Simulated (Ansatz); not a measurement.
## Cl on Mg(0001): change of the work function: cost of one run

Ansatz 0.2.0; plane-wave DFT, PBE, Ansatz PAW. The cell holds 37 atoms.

The input, input.yaml:

```yaml
crystal:
  lattice:
    - [9.6299999999, 0.0, 0.0]
    - [4.815, 8.3398246384, 0.0]
    - [0.0, 0.0, 27.5304502249]
  atoms:
    - { symbol: Mg, position: [0.2222222222, 0.2222222222, 0.3269107452] }
    - { symbol: Mg, position: [0.0, 0.0, 0.4215884558] }
    - { symbol: Mg, position: [0.2222222222, 0.2222222222, 0.5164513242] }
[... 28 atom lines left out ...]
    - { symbol: Mg, position: [0.6666666667, 0.3333333333, 0.6119858792] }
    - { symbol: Mg, position: [0.8888888889, 0.8888888889, 0.3269107452] }
    - { symbol: Mg, position: [0.6666666667, 0.6666666667, 0.4215884558] }
    - { symbol: Mg, position: [0.8888888889, 0.8888888889, 0.5164513242] }
    - { symbol: Mg, position: [0.6666666667, 0.6666666667, 0.6119858792] }
    - { symbol: Cl, position: [0.1111111111, 0.1111111111, 0.6730892548] }
kpoints:
  mp_grid: { grid: [4, 4, 1] }
hamiltonian:
  xc: pbe
scf:
  occupations: { method: fermi_dirac, width: 0.1 }
  convergence: { dr2_threshold: 1.0e-08 }
efield:
  axis: 3
  dipole_correction: true
  ramp_position: 0.97
  ramp_width: 0.06
relax:
  f_tol: 0.02
  max_steps: 60
  constraints:
    - { sites: [0, 1, 4, 5, 8, 9, 12, 13, 16, 17, 20, 21, 24, 25, 28, 29, 32, 33] }
output:
  write_potential: true
  write_density: true
  volumetric_format: npy
```

Run with:

```console
$ ansatz run input.yaml --threads 4 --pin off --max-ram 16384MiB --backend cpu --events-out ev --progress --plain --runs-dir out
```

The cutoff in use is 420 eV. For reference, a run of the same kind (5 atoms, 19 k-points, 29 bands and 4,869 plane waves; 23 SCF cycles) took 7.5 s and 0.53 GiB on the same hardware.

**Question.** How long does this run take on 4 threads of Arm Neoverse V1, shared host, and how much memory does it need?

A cutoff of 420 eV is a sphere of radius 10.5 Å⁻¹, so a cell of 2211 Å³ holds about V·G³/6π² = 43,211 plane waves. At two electrons a band, the 367 electrons need 184 bands, and 37 more are carried. Symmetry cuts the 4×4×1 mesh from 16 to 4 points. The run has 4 k-points, 221 bands and 43,143 plane waves. Taking the work of a cycle as k-points × spins × bands × plane waves, that is 14 times the reference, or 1.8 min at the reference's 23 cycles. The run needed 28 SCF cycles over 4 ionic steps, which makes it about 2.2 min. One copy of the wavefunctions takes 0.57 GiB at 16 bytes a coefficient, against 0.04 GiB in the reference; grids, projectors and work arrays come on top. Measured: about 4.4 min, with a peak of 7.8 GiB. The run took longer than the estimate, which leaves out the steps that grow as the square of the band count.

[Logs are printed without paths, hosts, clocks, repeated set-up lines and the standing remarks that a program may print on its own settings, such as how far it seeks lower states.]

[Hosts, paths, dates, database ids (printed as entryN), source tags and the programs' standing remarks are cut or masked in the printed files.]

[Maps of the electrostatic potential energy from Ansatz leave out the sawtooth potential of an applied field or a dipole correction, so their vacuum need not be flat; planar profiles and work functions include it.]
